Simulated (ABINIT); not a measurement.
# Ba2MgH6 (P-3m1): changed settings of a GW run in ABINIT

A base run on Ba2MgH6 (P-3m1), then changed inputs.

Method: LDA and many-body steps on it, plane waves, in ABINIT 10.8.3.

Most raw output is cut from this account.

**1. The structure**

Symmetry: P-3m1, No. 164, trigonal system. Conventional cell: a = 5.718 Å, b = 5.718 Å, c = 4.538 Å, α = 90.00°, β = 90.00°, γ = 120.00°. Nearest to Ba lie 12 H at 2.75 to 2.87 Å. Nearest to Mg lie 6 H at 1.97 Å. Nearest to H lie 1 Mg at 1.97 Å and 4 H at 2.65 to 2.80 Å and 4 Ba at 2.75 to 2.87 Å. Farther neighbours are not listed.

The cell and positions are those that the Materials Project relaxed with its own functionals (PBE, PBE+U or r2SCAN), kept fixed. Spin-orbit coupling is left out unless a step names it.

**2. Screening, 3×3×2 mesh, 115 bands, screening to 122.5 eV**

This step: ABINIT 10.8.3; RPA screening on LDA, plane waves, norm-conserving pseudopotentials.

The RPA dielectric matrix is built and inverted for each q.

Input file run.abi:

```
acell 3*1.0 Angstrom
rprim 
  5.717818886904 0.000000000024 0.000000000000
  -2.858909443473 4.951776410285 0.000000000000
  0.000000000000 0.000000000000 4.538310090000
ntypat 3
znucl 56 12 1
natom 9
typat 1 1 2 3 3 3 3 3 3
xred 
  0.666666666667 0.333333333333 0.267038260000
  0.333333333333 0.666666666667 0.732961740000
  0.000000000000 0.000000000000 0.000000000000
  0.829634400000 0.659268800000 0.775326710000
  0.829634400000 0.170365600000 0.775326710000
  0.340731200000 0.170365600000 0.775326710000
  0.170365600000 0.340731200000 0.224673290000
  0.170365600000 0.829634400000 0.224673290000
  0.659268800000 0.829634400000 0.224673290000
pp_dirpath "pseudos"
pseudos "Ba.upf, Mg.upf, H.upf"
ecut 38
ngkpt 3 3 2
nshiftk 1
shiftk 0 0 0
kptopt 1
chksymbreak 0
istwfk *1
occopt 1
irdwfk 1
optdriver 3
nband 115
ecuteps 4.5
inclvkb 2
awtr 1
symchi 1
indata_prefix "in"
outdata_prefix "out"
tmpdata_prefix "tmp"
```

The run is started by

```
OMP_NUM_THREADS=1 mpirun -n 4 abinit run.abi > log
```

Wall time 43 s (4 MPI ranks of Arm Neoverse V1, shared host); peak memory 1.4 GiB.

Numbers from this step:

```yaml
eps_infinity_with_local_fields_on_this_mesh_along_the_program_s_q_direction: 6.120
the_same_without_local_fields: 6.836
plasma_frequency: 19.65 eV
plane_waves_in_the_screening_matrix: 381
```

Local fields lower ε∞ by 10 %. On a Γ-centred mesh this coarse the value itself is usually too large, while a short band sum pulls it down.

**3. Base**

The self-energy is evaluated for the states that the input lists, and the levels follow from it, in one-shot runs by the linearised quasiparticle equation.

This step: G0W0 on LDA, plane waves, norm-conserving pseudopotentials.

run.abi, as its differences from that of step 2:

```diff
@@ -30,8 +30,17 @@
 irdwfk 1
-optdriver 3
+optdriver 4
 nband 115
+gwcalctyp 0
+ecutsigx 38
+symsigma 1
+nkptgw 2
+kptgw 
+  0.3333333333 0.0000000000 0.0000000000
+  0.0000000000 0.0000000000 0.0000000000
+bdgw 
+  17 20
+  17 21
 ecuteps 4.5
-inclvkb 2
-awtr 1
-symchi 1
+irdscr 1
+ppmodel 1
 indata_prefix "in"
```

The job ended after 20 s (4 MPI ranks; peak memory 1.1 GiB; 79 s of CPU time).

This step gave:

* G0W0 gap on the points computed: 4.203 eV
* starting gap on the mesh: 2.607 eV
* k of the valence top: 0.3333, 0, 0
* k of the conduction bottom: 0, 0, 0
* Z at the valence top: 0.782
* Z at the conduction bottom: 0.821
* least direct G0W0 gap on the computed points: 4.307 eV

The gap on the mesh goes from 2.61 eV to 4.20 eV, a correction of +1.60 eV.

**4. Coulomb singularity**

run.abi, as its differences from that of step 3:

```diff
@@ -45,2 +45,3 @@
 ppmodel 1
+gw_icutcoul 3
 indata_prefix "in"
```

Wall time 20 s (4 MPI ranks); peak memory 1.1 GiB; 80 s of CPU time.

This step gave:

```yaml
g0w0_gap_on_the_points_computed: 4.21 eV
starting_gap_on_the_mesh: 2.607 eV
k_of_the_valence_top: 0.3333, 0, 0
k_of_the_conduction_bottom: 0, 0, 0
z_at_the_valence_top: 0.781
z_at_the_conduction_bottom: 0.82
least_direct_g0w0_gap_on_the_computed_points: 4.314 eV
```

Against G0W0 in ABINIT (3×3×2 mesh, 115 bands, screening to 122.5 eV, Godby-Needs plasmon pole), the gap moves by +0.007 eV.

**5. The runs together**

Times are wall times on 4 MPI ranks of Arm Neoverse V1, shared host, good to a factor of about two. A run's time includes the screening step that it read.

```csv
run,mesh,bands,screening cutoff (eV),DFT gap (eV),gap on the mesh (eV),direct (eV),ε∞ used,time
base,3×3×2,115,122.5,2.607,4.203,4.307,6.12,63 s
Coulomb singularity,3×3×2,115,122.5,2.607,4.210,4.314,6.12,63 s
```

**6. What came out**

```yaml
base: 4.203 eV
coulomb_singularity: 4.210 eV
known_limits: not at the basis limit; no spin-orbit coupling; coarse k mesh
```

Coulomb singularity: +0.007 eV against base (keys changed: gw_icutcoul). Bands and cutoff are finite, so the gap is not at the basis limit. The miss can reach some tenths of an eV and take either sign; the mesh is an error of its own. In the G0W0 runs levels were corrected at 2 k points alone, so a gap called «on the mesh» is the least over those, and an edge elsewhere would be missed. The 3×3×2 mesh is coarse for this cell, which bears on the long-range parts of exchange and screening. The many-body steps are scalar-relativistic: spin-orbit coupling is not in them.

[Paths, hosts, dates, memory and timing lines, banners, echoed tables and standing remarks are left out of the program output.]

[Logs are printed without paths, hosts, clocks, repeated set-up lines and the standing remarks that a program may print on its own settings, such as how far it seeks lower states.]

[Runs of the session that timed out or met a known fault of the program may be left out.]

[Hosts, paths, dates, database ids (printed as entryN), source tags and the programs' standing remarks are cut or masked in the printed files.]

[G0W0 gaps are taken among the corrected bands and points alone; a level outside them can change the order at an edge.]

[Where Ansatz stands beside ABINIT at settings called matched, ABINIT's density can come from a denser mesh and the files from another edition; pairs whose starting gaps differed by over 0.03 eV were left out, so agreement reads better than it is.]
